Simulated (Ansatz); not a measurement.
**Grüneisen parameters and expansion of Mg3SiO (hypothetical, Pm-3m)**

Which modes of Mg3SiO (hypothetical) drive its thermal expansion? The crystal structure is hypothetical: it was made by swapping elements on a known structure type.

Main program and level: Ansatz 0.2.0; DFT PBEsol, scalar-relativistic, plane waves, PAW.

This is a report of a sequence of runs, with most program output left out.

## 1. Starting point

The structure is cubic, space group Pm-3m (No. 221). The conventional cell has a = 4.062 Å, b = 4.062 Å, c = 4.062 Å, α = 90.00°, β = 90.00°, γ = 90.00°. Nearest to Mg lie 2 O at 2.03 Å and 8 Mg at 2.87 Å and 4 Si at 2.87 Å. Nearest to Si lie 12 Mg at 2.87 Å. Nearest to O lie 6 Mg at 2.03 Å. Farther neighbours and most contacts between anions are not listed.

Coordinates:

```cif
data_structure
_symmetry_space_group_name_H-M 'P 1'
_symmetry_Int_Tables_number 1
_cell_length_a 4.0620
_cell_length_b 4.0620
_cell_length_c 4.0620
_cell_angle_alpha 90.000
_cell_angle_beta 90.000
_cell_angle_gamma 90.000
_cell_volume 67.02
loop_
_atom_site_label
_atom_site_type_symbol
_atom_site_fract_x
_atom_site_fract_y
_atom_site_fract_z
_atom_site_occupancy
Mg1 Mg 0.00000 0.50000 0.50000 1
Mg2 Mg 0.50000 0.00000 0.50000 1
Mg3 Mg 0.50000 0.50000 0.00000 1
Si4 Si 0.00000 0.00000 0.00000 1
O5 O 0.50000 0.50000 0.50000 1
```

## 2. A first coarse run

Before spending time, one coarse run tells the gap and the pressure of the starting cell.

The input, input.yaml:

```yaml
crystal:
  lattice:
    - [4.06196, 0.0, 0.0]
    - [0.0, 4.06196, 0.0]
    - [0.0, 0.0, 4.06196]
  atoms:
    - { symbol: Mg, position: [0.0, 0.5, 0.5] }
    - { symbol: Mg, position: [0.5, 0.0, 0.5] }
    - { symbol: Mg, position: [0.5, 0.5, 0.0] }
    - { symbol: Si, position: [0.0, 0.0, 0.0] }
    - { symbol: O, position: [0.5, 0.5, 0.5] }
kpoints:
  mp_grid: { grid: [4, 4, 4] }
hamiltonian:
  xc: pbesol
scf:
  occupations: { method: gaussian, width: 0.1 }
output:
  forces: true
  stress: true
  eigenvalues: true
```

On the command line:

```bash
$ ansatz run input.yaml --threads 4 --pin off --max-ram 16384MiB --backend cpu --events-out ev --progress --plain --runs-dir out
```

Run time: 1 s. Hardware: 4 threads of Arm Neoverse V1, shared host; peak memory 0.3 GiB; 1.9 s of CPU time.

A gap read on the k-mesh alone can miss the band edges.

Numbers from this step:

- pressure: 9.871 GPa
- volume per atom: 13.40 Å³
- gap on the k-mesh: 0.4478 eV

The start is under 9.9 GPa at this level and looks like an insulator or semiconductor on this mesh.

## 3. A loose first relaxation

The start is far from rest, so a relaxation with loose thresholds first brings it near the minimum.

input.yaml: that of step 2 with these lines changed.

```diff
@@ -12,3 +12,3 @@
 kpoints:
-  mp_grid: { grid: [4, 4, 4] }
+  mp_grid: { grid: [6, 6, 6] }
 hamiltonian:
@@ -21 +21,6 @@
   eigenvalues: true
+relax:
+  adjacent_minimum: "off"
+  f_tol: 0.05
+  max_steps: 80
+  cell: { stress_tol: 0.5 }
```

Wall time 4.4 s (4 threads); peak memory 0.36 GiB.

The steps of the relaxation:

```tsv
step	energy less that of the first step (eV)	largest force component (eV/Å)	pressure (GPa)	volume (Å³)
1	0.0000	0.0000	9.47	67.02
2	-0.1411	0.0000	3.44	70.70
3	-0.1655	0.0000	0.39	72.99
4*	-0.1764	0.0000	0.63	72.99
5	-0.1769	0.0000	0.06	73.48
6*	-0.1773	0.0000	0.06	73.48
```

Relaxation steps marked * repeat the geometry before them on a plane-wave basis chosen anew for their cell, so energy and pressure can jump there.

The run keeps the 48 symmetry operations that it works with, so distortions that break them were not tested.

```tsv
conventional cell, symmetrised	before	after	change
a (Å)	4.062	4.189	+3.1 %
b (Å)	4.062	4.189	+3.1 %
c (Å)	4.062	4.189	+3.1 %
volume (Å³/atom)	13.40	14.70	+9.6 %
```

Numbers from this step:

```yaml
pressure: 0.05938 GPa
volume_per_atom: 14.70 Å³
gap_on_the_k_mesh: 0.1101 eV
```

The relaxation ends with a pressure of 0.06 GPa.

## 4. Relaxation

Phonons are second derivatives about a minimum, so cell and atoms are relaxed first, inside the symmetry of the start.

The input, input.yaml:

```yaml
crystal:
  lattice:
    - [4.1885741001, 0.0, 0.0]
    - [0.0, 4.1885741001, 0.0]
    - [0.0, 0.0, 4.1885741001]
  atoms:
    - { symbol: Mg, position: [0.0, 0.5, 0.5] }
    - { symbol: Mg, position: [0.5, 0.0, 0.5] }
    - { symbol: Mg, position: [0.5, 0.5, 0.0] }
    - { symbol: Si, position: [0.0, 0.0, 0.0] }
    - { symbol: O, position: [0.5, 0.5, 0.5] }
kpoints:
  mp_grid: { grid: [8, 8, 8] }
hamiltonian:
  xc: pbesol
scf:
  occupations: { method: gaussian, width: 0.01 }
output:
  forces: true
  stress: true
  eigenvalues: true
relax:
  adjacent_minimum: "off"
  f_tol: 0.005
  max_steps: 80
  cell: { stress_tol: 0.05 }
```

Elapsed: 2.3 s, on 4 threads; peak memory 0.39 GiB; 8.2 s of CPU time.

Little changed from the start: no atom moved by 0.005 Å and no cell edge by 0.1 %.

This step gave:

```yaml
pressure: 0.03018 GPa
gap_on_the_k_mesh: 0 eV
```

## 5. A second relaxation

The relaxation is run once more from where the first one ended, as the script does after a large change of volume or of the gap, with mesh and occupations reviewed.

input.yaml: that of step 4 with these lines changed.

```diff
@@ -16,3 +16,3 @@
 scf:
-  occupations: { method: gaussian, width: 0.01 }
+  occupations: { method: gaussian, width: 0.1 }
 output:
@@ -21,2 +21,6 @@
   eigenvalues: true
+  write_density: true
+  write_potential: true
+  elf: true
+  volumetric_format: npy
 relax:
```

It took 2.4 s on 4 threads; peak memory 0.39 GiB; 8.4 s of CPU time.

Little changed from the start: no atom moved by 0.005 Å and no cell edge by 0.1 %.

Numbers from this step:

```
pressure : 0.03858 GPa
```

Electrostatic potential energy in the ac plane at fractional y = 0.500, with atoms of Mg and O within 0.2 Å of it. With pseudopotentials it is smooth inside the atoms' cores, unlike the true potential.

Ten even steps from '_' (-70 eV) to '@' (11 eV), each cell a mean:
```
@@@@@@@@%%++..__--**%%@@@@@@
@@@@@@@@%%##++==**%%@@@@@@@@
@@@@@@@@@@@@%%%%%%@@@@@@@@@@
%%@@@@@@@@@@@@@@@@@@@@@@@@%%
**##%%@@@@@@####%%@@@@@@%%**
..--##%%@@##++==++%%@@%%**--
__..**%%@@**--::==##@@%%==__
__::##%%@@##==--++##@@%%++..
++**%%@@@@@@##**##@@@@@@##++
%%%%@@@@@@@@@@@@@@@@@@@@%%%%
@@@@@@@@@@@@%%%%%%@@@@@@@@@@
@@@@@@@@@@%%##**##%%@@@@@@@@
@@@@@@@@%%**::..--##@@@@@@@@
@@@@@@@@%%++____..**%%@@@@@@
```
Columns run along a (4.2 Å; values clipped at the 3rd and 97th percentile), rows up along c (4.2 Å). Atoms in or near the plane, at fractional coordinates: Mg at (0.00, 0.50), Mg at (0.50, 0.00), O at (0.50, 0.50).

ELF in the ac plane at fractional y = 0.500, with atoms of Mg and O within 0.2 Å of it. It is the smooth field of the valence electrons, not physical close to the nuclei.

Ten even steps from '0' (0.04) to '9' (0.82), each cell a mean:
```
33210343420133
33210133200133
11110000000111
00012455531000
31015899983002
44117998995024
24218964895033
34118986995034
32016999984013
00013688752000
11111111111111
22210012100122
33210244410133
33210332430133
```
Columns run along a (4.2 Å), rows up along c (4.2 Å). Atoms in or near the plane, at fractional coordinates: Mg at (0.00, 0.50), Mg at (0.50, 0.00), O at (0.50, 0.50).

Valence density in the ac plane at fractional y = 0.500, with atoms of Mg and O within 0.2 Å of it. It is the smooth field of the valence electrons, not physical close to the nuclei.

Ten steps, logarithmic in the rise over the least value, from '0' (0 e/Å³) to '9' (25 e/Å³), each cell a mean:
```
00000489730000
00000155410000
00000011000000
00000111100000
42001244320013
86102456531047
98312467641159
97212466541158
53001244421014
10000122210000
00000011000000
00000023100000
00000378620000
00001599840000
```
Columns run along a (4.2 Å), rows up along c (4.2 Å). Atoms in or near the plane, at fractional coordinates: Mg at (0.00, 0.50), Mg at (0.50, 0.00), O at (0.50, 0.50).

## 6. Relaxing to small residual forces and stress

The thresholds are tightened for a last relaxation ahead of the phonons, and where mesh or smearing change with them the cell follows.

input.yaml, the sections that differ from step 5:

```yaml
scf:
  occupations: { method: methfessel_paxton, width: 0.2 }
output:
  forces: true
  stress: true
  eigenvalues: true
relax:
  adjacent_minimum: "off"
  f_tol: 0.001
  max_steps: 60
  cell: { stress_tol: 0.01 }
# crystal, kpoints, hamiltonian: as in step 5
```

Elapsed: 4 s, on 4 threads; peak memory 0.4 GiB.

Little changed from the start: no atom moved by 0.005 Å and no cell edge by 0.1 %.

This step gave:

| Property | Result |
| --- | --- |
| pressure | 8.28e-4 GPa |

The residual pressure is 8.3e-4 GPa, small enough for phonons.

## 7. Phonons, V/V0 1

The same q-mesh and k-mesh are kept at every volume, so that much of their error can cancel in the differences.

The input, input.yaml:

```yaml
crystal:
  lattice:
    - [4.1891053774, 0.0, 0.0]
    - [0.0, 4.1891053774, 0.0]
    - [0.0, 0.0, 4.1891053774]
  atoms:
    - { symbol: Mg, position: [0.0, 0.5, 0.5] }
    - { symbol: Mg, position: [0.5, 0.0, 0.5] }
    - { symbol: Mg, position: [0.5, 0.5, 0.0] }
    - { symbol: Si, position: [0.0, 0.0, 0.0] }
    - { symbol: O, position: [0.5, 0.5, 0.5] }
kpoints:
  mp_grid: { grid: [8, 8, 8] }
hamiltonian:
  xc: pbesol
scf:
  occupations: { method: methfessel_paxton, width: 0.2 }
output:
  eigenvalues: true
phonons:
  method: dfpt
  qmesh: [4, 4, 4]
  temperatures: { t_max: 1000, t_step: 50 }
  qpath:
    path:
      - [[0.0, 0.0, 0.0], [0.0, 0.5, 0.0], [0.5, 0.5, 0.0], [0.0, 0.0, 0.0], [0.5, 0.5, 0.5], [0.0, 0.5, 0.0]]
      - [[0.5, 0.5, 0.5], [0.5, 0.5, 0.0]]
    npoints: 10
```

It took 11 min on 4 threads; peak memory 2.2 GiB.

This step gave:

```yaml
lowest_frequency_on_the_path: -45.94 cm⁻¹
point_group: m-3m
highest_frequency: 480.8 cm⁻¹
```

No LO-TO term. The phonon branches at the labelled points (cm⁻¹):

```tsv
point	branch 1	branch 2	branch 3	branch 4	branch 12	branch 13	branch 14	branch 15
Γ	0	0	0	172	303	436	436	436
halfway	90	90	144	176	343	435	435	458
X	133	133	177	177	367	435	435	467
halfway	92	154	156	167	384	422	429	434
M	-46	88	177	177	379	379	424	450
halfway	96	116	149	173	375	408	432	458
Γ	0	0	0	172	303	436	436	436
halfway	102	102	120	203	367	410	410	462
R	-34	-34	-34	226	392	392	392	469
halfway	89	102	112	186	357	394	413	466
X	133	133	177	177	367	435	435	467
jump to R	-34	-34	-34	226	392	392	392	469
halfway	-38	98	98	195	378	384	384	481
M	-46	88	177	177	379	379	424	450
```

The phonon density of states has structure finer than the step of the table below, so its rows give means over 20 cm⁻¹, whole bins alone (the curve runs from -47.5 to 482 cm⁻¹). Peaks (cm⁻¹: height): 147.5: 0.0416, 207.5: 0.0984, 267.5: 0.0464, 287.5: 0.0878, 302.5: 0.0923, 432.5: 0.0738, 457.5: 0.0570.

Tetrahedra on 16 16 16, mean over bins of 5 cm⁻¹. The phonon density of states by wavenumber; means over each step:

```tsv
wavenumber (cm⁻¹)	phonon density of states (1/cm⁻¹/cell)
-20	0.00192
0	0.00183
20	0.00243
40	0.00521
60	0.00960
80	0.0169
100	0.0303
120	0.0319
140	0.0353
160	0.0294
180	0.0547
200	0.0854
220	0.0589
240	0.0342
260	0.0335
280	0.0445
300	0.0678
320	0.00616
340	0.00300
360	0.0211
380	0.0339
400	0.0299
420	0.0422
440	0.0290
460	0.0320
```

The modes has structure finer than the step of the table below, so its rows give means over 10 cm⁻¹, whole bins alone (the curve runs from -50.2 to 505 cm⁻¹). Peaks (cm⁻¹: height): Mg 103.3: 0.0380, 131.2: 0.0390, 190.6: 0.0359, 228.9: 0.0304, 288.3: 0.0579, 431.3: 0.0233, 459.2: 0.0212; O 204.5: 0.00562, 302.2: 0.0163, 389.4: 0.0264, 431.3: 0.0335, 459.2: 0.0191; Si 204.5: 0.0583, 298.7: 0.00882.

Phonopy on the run's constants, 13x13x13 mesh, Gaussian sigma 4.0 cm⁻¹. Table of modes by wavenumber; means over each step; values in 1/cm⁻¹/cell:

```tsv
wavenumber (cm⁻¹)	Mg	O	Si
-40	0.00212	0	0
-30	0.00334	0	0
-20	0.00139	0	0
-10	3.3e-5	1.7e-6	3.3e-6
0	6.2e-5	1.7e-5	2.5e-5
10	2.9e-4	2.6e-6	3.0e-6
20	0.00317	1.0e-5	2.1e-5
30	0.00610	8.3e-5	1.4e-4
40	0.00621	1.6e-4	2.6e-4
50	0.00496	1.4e-4	2.5e-4
60	0.00619	3.7e-4	6.4e-4
70	0.0151	4.5e-4	7.7e-4
80	0.0164	6.1e-4	0.00101
90	0.0152	0.00108	0.00198
100	0.0308	0.00134	0.00235
110	0.0288	0.00150	0.00273
120	0.0210	0.00131	0.00305
130	0.0344	0.00175	0.00346
140	0.0266	0.00158	0.00393
150	0.0256	0.00142	0.00461
160	0.0248	0.00104	0.00581
170	0.0270	0.00138	0.00964
180	0.0345	0.00195	0.0179
190	0.0348	0.00300	0.0331
200	0.0300	0.00485	0.0507
210	0.0318	0.00436	0.0469
220	0.0219	0.00180	0.0290
230	0.0274	0.00154	0.0238
240	0.0217	0.00119	0.00957
250	0.0183	0.00227	0.00484
260	0.0206	0.00441	0.00749
270	0.0252	0.00609	0.00615
280	0.0327	0.00526	0.00215
290	0.0554	0.00923	0.00574
300	0.0497	0.0145	0.00792
310	0.0208	0.00729	0.00246
320	0.00403	9.2e-4	1.8e-4
330	0.00253	5.1e-4	7.3e-5
340	0.00237	5.8e-4	4.7e-5
350	0.00432	0.00239	2.3e-4
360	0.0114	0.00899	7.9e-4
370	0.0187	0.0132	8.5e-4
380	0.0119	0.0205	0.00179
390	0.00544	0.0254	0.00207
400	0.00591	0.0217	0.00136
410	0.00856	0.0215	0.00102
420	0.0136	0.0251	7.2e-4
430	0.0208	0.0309	5.2e-4
440	0.0119	0.0123	3.6e-4
450	0.0154	0.0117	6.1e-4
460	0.0188	0.0159	6.6e-4
470	0.0121	0.00495	2.3e-4
480	0.00739	0.00136	6.4e-5
490	5.4e-4	9.4e-5	2.1e-6
```

No LO-TO term. The modes at Γ (shares of kinetic energy by element, %):

```tsv
mode	frequency (cm⁻¹)	symmetry	Mg %	Si %	O %
1	0.0	T1u	62	24	14
2	0.0	T1u	62	24	14
3	0.0	T1u	62	24	14
4	171.7	T2u	100	0	0
5	171.7	T2u	100	0	0
6	171.7	T2u	100	0	0
7	203.0	T1u	37	61	2
8	203.0	T1u	37	61	2
9	203.0	T1u	37	61	2
10	303.4	T1u	55	13	31
11	303.4	T1u	55	13	31
12	303.4	T1u	55	13	31
13	436.1	T1u	45	1	53
14	436.1	T1u	45	1	53
15	436.1	T1u	45	1	53
```

Displacements in mode 6 (171.7 cm⁻¹), the largest set to 1:
```
Mg1  0.00 -1.00  0.14
Mg2 -0.09  0.00 -0.14
Mg3  0.09  1.00  0.00
Si4  0.00  0.00  0.00
O5   0.00  0.00  0.00
```

Displacements in mode 12 (303.4 cm⁻¹), the largest set to 1:
```
Mg1 -0.01 -0.05 -0.47
Mg2  0.01  0.10 -0.47
Mg3  0.01 -0.05  0.85
Si4  0.01 -0.06 -0.50
O5  -0.02  0.12  1.00
```

The lowest solved frequency is -45.9 cm⁻¹, so the cell is unstable here at these settings (gap near zero, smearing on, k-mesh not tested) and gives no valid free energy.

## 8. Single point at a scaled cell, V/V0 1.015

Symmetry fixes every atom, so a single point at the scaled cell gives the energy and pressure of this member.

The cell differs from the one that the last finished run ended in (a 4.189 → 4.210 Å, b 4.189 → 4.210 Å, c 4.189 → 4.210 Å).

input.yaml, the sections that differ from step 7:

```yaml
crystal:
  lattice:
    - [4.2099470408, 0.0, 0.0]
    - [0.0, 4.2099470408, 0.0]
    - [0.0, 0.0, 4.2099470408]
  atoms:
    - { symbol: Mg, position: [0.0, 0.5, 0.5] }
    - { symbol: Mg, position: [0.5, 0.0, 0.5] }
    - { symbol: Mg, position: [0.5, 0.5, 0.0] }
    - { symbol: Si, position: [0.0, 0.0, 0.0] }
    - { symbol: O, position: [0.5, 0.5, 0.5] }
output:
  forces: true
  stress: true
  eigenvalues: true
# kpoints, hamiltonian, scf: as in step 7
# phonons: removed
```

Run time: 1.6 s. Hardware: 4 threads; peak memory 0.37 GiB.

Numbers from this step:

```
pressure        : -1.218 GPa
volume per atom : 14.92 Å³
```

The run ends at a pressure of -1.22 GPa.

## 9. Phonons, V/V0 1.015

input.yaml: that of step 8 with these lines changed.

```diff
@@ -18,4 +18,11 @@
 output:
-  forces: true
-  stress: true
   eigenvalues: true
+phonons:
+  method: dfpt
+  qmesh: [4, 4, 4]
+  temperatures: { t_max: 1000, t_step: 50 }
+  qpath:
+    path:
+      - [[0.0, 0.0, 0.0], [0.0, 0.5, 0.0], [0.5, 0.5, 0.0], [0.0, 0.0, 0.0], [0.5, 0.5, 0.5], [0.0, 0.5, 0.0]]
+      - [[0.5, 0.5, 0.5], [0.5, 0.5, 0.0]]
+    npoints: 10
```

Wall time 11 min (4 threads); peak memory 2.2 GiB; 42 min of CPU time.

The lowest solved frequency is -49.1 cm⁻¹, so the cell is unstable here at these settings (gap near zero, smearing on, k-mesh not tested) and gives no valid free energy. The highest zone-centre mode (no LO–TO term) moved by -3.5 % for a volume change of +1.5 %.

## 10. A cell at another volume, V/V0 0.985

The cell differs from the one that the last finished run ended in (a 4.210 → 4.168 Å, b 4.210 → 4.168 Å, c 4.210 → 4.168 Å).

input.yaml, the sections that differ from step 9:

```yaml
crystal:
  lattice:
    - [4.1680542413, 0.0, 0.0]
    - [0.0, 4.1680542413, 0.0]
    - [0.0, 0.0, 4.1680542413]
  atoms:
    - { symbol: Mg, position: [0.0, 0.5, 0.5] }
    - { symbol: Mg, position: [0.5, 0.0, 0.5] }
    - { symbol: Mg, position: [0.5, 0.5, 0.0] }
    - { symbol: Si, position: [0.0, 0.0, 0.0] }
    - { symbol: O, position: [0.5, 0.5, 0.5] }
output:
  forces: true
  stress: true
  eigenvalues: true
# kpoints, hamiltonian, scf: as in step 9
# phonons: removed
```

Run time: 1.1 s. Hardware: 4 threads; peak memory 0.37 GiB.

The run ends at a pressure of 1.32 GPa.

## 11. Phonons, V/V0 0.985

input.yaml: that of step 10 with these lines changed.

```diff
@@ -18,4 +18,11 @@
 output:
-  forces: true
-  stress: true
   eigenvalues: true
+phonons:
+  method: dfpt
+  qmesh: [4, 4, 4]
+  temperatures: { t_max: 1000, t_step: 50 }
+  qpath:
+    path:
+      - [[0.0, 0.0, 0.0], [0.0, 0.5, 0.0], [0.5, 0.5, 0.0], [0.0, 0.0, 0.0], [0.5, 0.5, 0.5], [0.0, 0.5, 0.0]]
+      - [[0.5, 0.5, 0.5], [0.5, 0.5, 0.0]]
+    npoints: 10
```

Wall time 11 min (4 threads); peak memory 2.2 GiB.

No LO-TO term. Phonon branches along the path, in cm⁻¹:

```tsv
point	branch 1	branch 2	branch 3	branch 4	branch 12	branch 13	branch 14	branch 15
Γ	0	0	0	176	307	452	452	452
halfway	92	92	148	180	350	451	451	472
X	137	137	180	180	376	451	451	476
halfway	96	157	160	174	393	432	445	447
M	-42	101	181	181	389	389	440	459
halfway	100	119	153	178	381	422	448	472
Γ	0	0	0	176	307	452	452	452
halfway	106	106	124	208	373	424	424	475
R	-27	-27	-27	232	402	402	402	479
halfway	93	106	117	194	368	404	427	478
X	137	137	180	180	376	451	451	476
jump to R	-27	-27	-27	232	402	402	402	479
halfway	-33	102	102	203	390	394	394	492
M	-42	101	181	181	389	389	440	459
```

The lowest solved frequency is -42.2 cm⁻¹, so the cell is unstable here at these settings (gap near zero, smearing on, k-mesh not tested) and gives no valid free energy. The highest zone-centre mode (no LO–TO term) moved by +3.6 % for a volume change of -1.5 %.

## 12. Single point at a scaled cell, V/V0 1.03

The cell differs from the one that the last finished run ended in (a 4.168 → 4.231 Å, b 4.168 → 4.231 Å, c 4.168 → 4.231 Å).

input.yaml, the sections that differ from step 11:

```yaml
crystal:
  lattice:
    - [4.2305843659, 0.0, 0.0]
    - [0.0, 4.2305843659, 0.0]
    - [0.0, 0.0, 4.2305843659]
  atoms:
    - { symbol: Mg, position: [0.0, 0.5, 0.5] }
    - { symbol: Mg, position: [0.5, 0.0, 0.5] }
    - { symbol: Mg, position: [0.5, 0.5, 0.0] }
    - { symbol: Si, position: [0.0, 0.0, 0.0] }
    - { symbol: O, position: [0.5, 0.5, 0.5] }
output:
  forces: true
  stress: true
  eigenvalues: true
# kpoints, hamiltonian, scf: as in step 11
# phonons: removed
```

Wall time 1.1 s (4 threads); peak memory 0.37 GiB.

The run ends at a pressure of -2.35 GPa.

(Part 1 of 2 ends here.)

[Logs are printed without paths, hosts, clocks, repeated set-up lines and the standing remarks that a program may print on its own settings, such as how far it seeks lower states.]

[Hosts, paths, dates, database ids (printed as entryN), source tags and the programs' standing remarks are cut or masked in the printed files.]

[A step with changed settings may run another functional than the one named; its input shows which.]

[Of the runs on displaced cells, only some may be shown.]
